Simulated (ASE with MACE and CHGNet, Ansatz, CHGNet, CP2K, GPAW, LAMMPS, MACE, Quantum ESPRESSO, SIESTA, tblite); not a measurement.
**Running amorphous Ge (61 atoms) with machine-learned potentials**

Wanted: machine-learned potentials inputs and outputs for amorphous Ge (61 atoms), checked against a plane-wave reference.

Program: ASE with MACE and CHGNet. Level of theory: the method is named at each step. Results are calculated unless marked as measured.

## 1. Starting point

The cell holds 61 atoms: 61 Ge. Cell: a = 11.188 Å, b = 11.188 Å, c = 11.188 Å, α = 90.0°, β = 90.0°, γ = 90.0°. 61 atoms (61 Ge) placed at random at 5.25 g/cm³, melted at 3500 K for 10 ps at fixed volume with the Tersoff potential (Tersoff, Phys. Rev. B 39, 5566 (1989)). Quenched from 3500 K to 500 K at 3 K/ps and fixed volume, held 5 ps.

The yardstick, on the same geometry:

* method: Kohn-Sham DFT, PBE, SSSP efficiency 1.3.0 pseudopotentials, plane waves (Quantum ESPRESSO 7.5); sssp-pbe-1.3.0-efficiency, cutoffs 45/360 Ry, Γ point
* r.m.s. force component: 0.6362 eV/Å
* longest force: 2.14 eV/Å
* pressure: 3.808 GPa
* time: 2.9 min on 4 MPI ranks of Arm Neoverse V2, shared host
* CPU time: 11 min

## 2. MACE MPA-0 medium potential

Method: machine-learned interatomic potential MACE MPA-0 medium, trained on PBE(+U) plane-wave data.

The input, run.py:

```python
import numpy as np
from ase.io import read
import mlip  # loads the published weights by name

atoms = read("structure.xyz")
atoms.calc = mlip.calc("mace-mpa-0-medium")
energy = atoms.get_potential_energy()
forces = atoms.get_forces()
print(f"energy {energy:.6f} eV")
print("forces (eV/A)")
for i, (a, f) in enumerate(zip(atoms, forces)):
    print(f"{i:4d} {a.symbol:2s} {f[0]:10.5f} {f[1]:10.5f} {f[2]:10.5f}")
stress = -atoms.get_stress(voigt=False) * 160.21766
print("stress (GPa, compression positive)")
for row in stress:
    print(" ".join(f"{x:10.4f}" for x in row))
```

The input, structure.xyz:

```xyz
61
Lattice="11.18750 0.00000 0.00000 0.00000 11.18750 0.00000 0.00000 0.00000 11.18750" Properties=species:S:1:pos:R:3 pbc="T T T"
Ge 5.87422 6.35718 2.45185
Ge 0.62706 6.30483 1.50707
Ge 8.07145 0.91346 5.15363
Ge 2.56988 5.10049 0.09431
Ge 5.06078 8.14114 6.03857
Ge 4.03544 5.42985 3.66614
Ge 4.78176 5.69578 6.02234
Ge 11.02987 11.16949 7.45669
Ge 8.19865 4.70009 8.40047
Ge 3.67778 2.98952 0.90663
Ge 10.48716 3.54946 8.98211
Ge 5.83160 2.48508 11.05896
Ge 0.69955 7.26136 10.15445
Ge 2.13838 6.89765 3.36072
Ge 0.08200 2.33215 6.91790
Ge 2.71286 10.52979 4.31457
Ge 2.85382 5.11906 7.13852
Ge 3.30937 3.09849 3.35200
Ge 7.54664 1.90959 1.54801
Ge 8.42419 7.19222 7.86403
Ge 5.80508 9.74386 2.57749
Ge 4.70938 8.10344 9.95352
Ge 1.09000 5.11437 9.07317
Ge 8.68363 4.77292 4.82237
Ge 2.01912 10.36712 0.65391
Ge 3.43199 1.13363 8.78801
Ge 5.65014 0.34726 9.64631
Ge 6.76105 4.31110 6.38448
Ge 2.24186 1.50673 11.01566
Ge 6.76094 8.09181 4.04809
Ge 10.01483 8.17448 1.96564
Ge 9.91716 2.66688 5.02811
Ge 8.44533 4.14116 2.19868
Ge 1.27168 6.95258 5.81549
Ge 2.69630 8.98356 6.02648
Ge 2.01297 10.38278 7.98038
Ge 0.65950 2.69697 3.37102
Ge 9.95408 10.55921 5.16124
Ge 6.56236 8.70343 7.99559
Ge 4.06330 1.48458 4.80168
Ge 4.09709 7.10708 0.93460
Ge 8.33860 7.92433 0.18952
Ge 11.01387 10.33468 1.59332
Ge 6.04684 1.95580 6.29398
Ge 6.43695 0.82206 3.45425
Ge 10.97259 2.27498 10.96118
Ge 0.52100 0.14342 3.64858
Ge 6.43225 9.62528 11.12194
Ge 9.74084 8.29397 9.51005
Ge 7.34146 0.10371 7.76860
Ge 9.38452 10.70521 9.14052
Ge 3.37001 9.07452 2.46807
Ge 10.81507 3.92357 1.59646
Ge 9.37479 0.52604 0.21782
Ge 7.38565 5.77219 0.80427
Ge 9.79712 6.62680 5.93956
[... 1 atom lines left out ...]
Ge 4.27217 5.66390 9.38072
Ge 9.22174 8.39521 4.20079
Ge 2.41001 8.96432 9.89288
Ge 6.39366 4.57132 10.02937
```

Launch:

```sh
OMP_NUM_THREADS=1 python run.py > output.txt
```

Log:

```text
energy -267.143755 eV
forces (eV/A)
   0 Ge   -0.19688    0.57894    0.81010
   1 Ge   -0.53619   -0.02579   -0.67481
   2 Ge    0.78890    0.19832    0.49199
   3 Ge    0.49234   -0.14700   -0.10739
   4 Ge    0.70871   -0.10653   -0.02253
   5 Ge   -0.02117   -0.87854    0.68855
   6 Ge    1.00863    0.70230   -0.64190
   7 Ge   -0.53250   -0.20446   -0.66120
   8 Ge   -0.04440    0.22864   -0.06210
   9 Ge    0.20955    0.43539    0.78103
  10 Ge   -0.78136    0.06153   -1.01346
  11 Ge    0.31902   -0.85385   -0.08627
  12 Ge   -0.23511    0.03509    0.31154
  13 Ge   -0.14281    0.55983    0.46121
  14 Ge    0.81663    0.07091    1.08141
  15 Ge    0.22782    1.21040   -0.52456
  16 Ge   -1.72037   -0.28400    0.88555
  17 Ge   -1.28341    0.96560   -1.19644
  18 Ge    0.18369    0.08339   -0.26653
  19 Ge    0.27283   -1.13180   -0.04065
  20 Ge   -0.01551    0.39293   -0.94445
  21 Ge    0.60700    0.12006   -0.78139
  22 Ge    0.94408    0.39661    0.01665
  23 Ge   -0.50350   -0.49181   -0.83860
[...]
53 Ge   -0.19855   -0.05649    0.62076
  54 Ge    0.24917   -0.48574   -1.29085
  55 Ge    0.94316    0.85050   -0.94129
  56 Ge   -0.22933    0.03864    0.31146
  57 Ge   -0.09305    0.21169   -0.36751
  58 Ge   -0.27981   -0.42893    1.20980
  59 Ge   -0.19910   -0.05684   -0.08513
  60 Ge    0.26943    0.39705    0.25483
stress (GPa, compression positive)
    2.7486     0.0467    -0.4562
    0.0467     3.3811    -0.4689
   -0.4562    -0.4689     3.9704
```

Elapsed: 7 s, on 1 thread of Arm Neoverse V2, shared host; peak memory 0.76 GiB.

Banners, paths, timers and routine set-up lines are dropped from the logs unmarked, and long logs keep their key lines alone; longer cuts are marked.

Compared with the plane-wave run:

```yaml
r_m_s_force_component: 0.5822 eV/Å
r_m_s_difference_of_force_components: 208 meV/Å
longest_difference_of_force_vectors: 747.4 meV/Å
force_difference_over_r_m_s_force: 32.69 %
slope_of_forces_against_the_reference_s: 0.8652
correlation_of_force_components: 0.9456
pressure: 3.367 GPa
pressure_difference: -0.4416 GPa
```

A closer look about Ge3, which has 5 bonded neighbours where the commonest count for Ge is 4: 9 atoms, nearest first, numbered in the order of the input, with positions taken from that point.

```csv
atom,x,y,z,distance (Å),bonds,Fx,Fy,Fz (eV/Å)
Ge3,0.00,0.00,0.00,0.00,5,0.79,0.20,0.49
Ge45,-1.63,-0.09,-1.70,2.36,4,-1.01,-0.19,-0.59
Ge38,1.88,-1.54,0.01,2.43,4,0.35,-0.46,0.70
Ge44,-2.02,1.04,1.14,2.55,4,-0.04,-0.40,0.44
Ge32,1.85,1.75,-0.13,2.55,4,-0.19,0.43,-0.53
Ge50,-0.73,-0.81,2.61,2.83,5,-0.41,-0.78,0.34
Ge19,-0.52,1.00,-3.61,3.78,4,0.18,0.08,-0.27
Ge28,-1.31,3.40,1.23,3.84,4,0.64,-0.08,-0.24
Ge8,2.96,-0.93,2.30,3.86,4,-0.53,-0.20,-0.66
```

Atoms are counted from 1 here, from 0 in the log.

Forces lie 33 % from the reference's, at 0.0096 times its CPU time (on 1 against 4 cores).

## 3. CHGNet 0.3.0 potential

Method: machine-learned interatomic potential CHGNet 0.3.0, trained on PBE(+U) plane-wave data.

run.py, as its differences from that of step 2:

```diff
@@ -5,3 +5,3 @@
 atoms = read("structure.xyz")
-atoms.calc = mlip.calc("mace-mpa-0-medium")
+atoms.calc = mlip.calc("chgnet-0.3.0")
 energy = atoms.get_potential_energy()
```

structure.xyz is that of step 2.

Log:

```text
CHGNet v0.3.0 initialized with 412,525 parameters
CHGNet will run on cpu
energy -266.722595 eV
forces (eV/A)
   0 Ge   -0.17278    0.41087    0.75682
   1 Ge   -0.33853    0.11018   -0.11867
   2 Ge    0.45883    0.04079    0.35697
   3 Ge    0.19602   -0.08479   -0.09044
   4 Ge    0.31432    0.21458    0.01571
   5 Ge   -0.16118   -0.49922    0.33497
   6 Ge    1.05304    0.29782   -0.43461
   7 Ge   -0.30706   -0.09512   -0.35867
   8 Ge    0.16587   -0.03974    0.03668
   9 Ge    0.35007    0.56257    0.54593
  10 Ge   -0.71016   -0.00285   -0.54747
  11 Ge    0.17267   -0.61578   -0.00544
  12 Ge   -0.09748   -0.10771    0.23009
  13 Ge   -0.31872    0.26581    0.17866
  14 Ge    0.66536    0.21373    0.62195
  15 Ge    0.15995    0.95278   -0.53887
  16 Ge   -1.22234   -0.20506    0.56511
  17 Ge   -0.73098    0.76734   -0.80935
  18 Ge    0.20931   -0.01411   -0.24181
  19 Ge   -0.15814   -0.59040   -0.24570
  20 Ge    0.04743    0.29646   -0.63364
  21 Ge    0.38164    0.09331   -0.37093
  22 Ge    0.44232    0.24229   -0.05420
  23 Ge   -0.32585   -0.21867   -0.53312
[...]
53 Ge   -0.26533   -0.07737    0.33089
  54 Ge    0.53304   -0.27798   -1.23545
  55 Ge    0.66954    0.32722   -0.32306
  56 Ge   -0.12678   -0.06279    0.11467
  57 Ge   -0.08880   -0.10732   -0.26670
  58 Ge   -0.26060   -0.16553    0.65797
  59 Ge   -0.07051   -0.04362   -0.04724
  60 Ge    0.04940    0.30888   -0.08692
stress (GPa, compression positive)
    3.4516     0.1425    -0.2310
    0.1425     3.2972    -0.3726
   -0.2310    -0.3726     3.7697
```

The job ended after 2.8 s (1 thread; peak memory 0.62 GiB).

Against the reference:

```
r.m.s. force component                  : 0.3962 eV/Å
r.m.s. difference of force components   : 339.9 meV/Å
longest difference of force vectors     : 936.6 meV/Å
force difference over r.m.s. force      : 53.42 %
slope of forces against the reference's : 0.5513
correlation of force components         : 0.8851
pressure                                : 3.506 GPa
pressure difference                     : -0.3021 GPa
```

Against the first run (33 %), the force difference from the reference is 53 %, at 0.42 times the CPU time.

## 4. CHGNet r2SCAN potential

Method: machine-learned interatomic potential CHGNet r2SCAN, trained on r2SCAN plane-wave data.

run.py, as its differences from that of step 3:

```diff
@@ -5,3 +5,3 @@
 atoms = read("structure.xyz")
-atoms.calc = mlip.calc("chgnet-0.3.0")
+atoms.calc = mlip.calc("chgnet-r2scan")
 energy = atoms.get_potential_energy()
```

structure.xyz is that of step 3.

Log:

```text
CHGNet vr2scan initialized with 412,525 parameters
CHGNet will run on cpu
energy -835.671936 eV
forces (eV/A)
   0 Ge   -0.20502    0.23333    0.28261
   1 Ge   -0.20708    0.08218   -0.01681
   2 Ge    0.29424    0.00584    0.06126
   3 Ge    0.38497   -0.05880   -0.17726
   4 Ge    0.29366   -0.02178    0.25751
   5 Ge   -0.05075   -0.25872    0.12693
   6 Ge    0.42807    0.18263   -0.20093
   7 Ge   -0.04801   -0.02357   -0.05013
   8 Ge   -0.29765    0.15967    0.05517
   9 Ge   -0.02276    0.16998    0.22334
  10 Ge   -0.08999    0.01207   -0.34061
  11 Ge    0.21767   -0.25443    0.01469
  12 Ge   -0.06857   -0.00828    0.02778
  13 Ge   -0.13243   -0.01728    0.11052
  14 Ge    0.22583    0.02114    0.37618
  15 Ge   -0.01870    0.32606   -0.10316
  16 Ge   -0.41964   -0.14707    0.17914
  17 Ge   -0.21770    0.34763   -0.46486
  18 Ge   -0.08291    0.12848   -0.12433
  19 Ge    0.16655   -0.31243    0.02968
  20 Ge    0.10152    0.12376   -0.23160
  21 Ge   -0.02093   -0.04515   -0.09266
  22 Ge    0.12511    0.18152    0.12069
  23 Ge   -0.10119   -0.23170   -0.05551
[...]
53 Ge    0.21615    0.07531    0.05736
  54 Ge    0.17414   -0.24811   -0.43174
  55 Ge   -0.03327    0.24187   -0.38398
  56 Ge   -0.11595    0.06106    0.14874
  57 Ge    0.04313   -0.07042   -0.03091
  58 Ge   -0.16146   -0.11764    0.40444
  59 Ge   -0.11859    0.08861   -0.05572
  60 Ge    0.02326    0.03556   -0.01553
stress (GPa, compression positive)
   -0.0324     0.0046    -0.2327
    0.0046     0.1130    -0.0590
   -0.2327    -0.0590     0.4918
```

Run time: 2.7 s. Hardware: 1 thread; peak memory 0.61 GiB.

Against the reference:

| Item | Value |
| --- | --- |
| r.m.s. force component | 0.1838 eV/Å |
| r.m.s. difference of force components | 504.4 meV/Å |
| longest difference of force vectors | 1631 meV/Å |
| force difference over r.m.s. force | 79.28 % |
| slope of forces against the reference's | 0.2275 |
| correlation of force components | 0.7874 |
| pressure | 0.1908 GPa |
| pressure difference | -3.618 GPa |

Against the first run (33 %), the force difference from the reference is 79 %, at 0.41 times the CPU time; this potential was trained at another functional than the reference's, which explains only part of so large a difference.

## 5. All runs compared

Differences are against the plane-wave reference, forces as r.m.s. over components; share is that over the reference's r.m.s. force, slope the least-squares factor from reference forces to these. Total energies of different programs have different zeros and aren't compared.

```csv
run,"Δ force, r.m.s. (meV/Å)",share (%),slope,Δ pressure (GPa),cores,CPU time,memory (GiB)
reference,-,-,-,-,4,11 min,4.1
MACE MPA-0 medium potential,208,32.7,0.865,-0.442,1,6.6 s,0.76
CHGNet 0.3.0 potential,340,53.4,0.551,-0.302,1,2.8 s,0.62
CHGNet r2SCAN potential,504,79.3,0.228,-3.62,1,2.7 s,0.61
```

Times of the machine-learned potentials are mostly Python's start and the loading of weights.

CPU time is summed over cores on a shared host, where runs went side by side, so it is rough. Symmetry, cutoffs, thresholds, outputs and thread counts weren't matched or tuned between programs; memory under MPI is the largest rank's times the ranks.

## 6. Summary of results

| Quantity | Value |
| --- | --- |
| nearest in forces | MACE MPA-0 medium potential, 33 % |
| its CPU time | 6.6 s |

What this shows: Machine-learned potentials differ by 33 % (MACE MPA-0 medium potential) to 79 % (CHGNet r2SCAN potential); they were trained on other programs' data, some at another functional. Among those trained on PBE data the slope goes as low as 0.55, with a correlation of 0.89, so directions differ as well as sizes. The reference's pressure holds the uncorrected Pulay stress of its 45 Ry basis, so small pressure differences, and their order, may be the reference's own error. Machine-learned potentials mimic data converged in k, so the reference's own k-point error enters their differences. The quench rate of 3 K/ps is many orders above laboratory rates, so the cell is likely richer in defects and strain than a real sample. The network of bonds at the start is that of the classical potential that made the cell, and needn't be the one that DFT or experiment would give. The electronic-structure runs sample only Γ, in a cell whose shortest periodic width is 11 Å, which is coarse for a cell with partly filled levels.

[Also dropped from logs without a mark: logging warnings of Python, and SIESTA's first energy breakdown and zero terms.]

[Logs are printed without paths, hosts, clocks, repeated set-up lines and the standing remarks that a program may print on its own settings, such as how far it seeks lower states.]

[Hosts, paths, dates, database ids (printed as entryN), source tags and the programs' standing remarks are cut or masked in the printed files.]
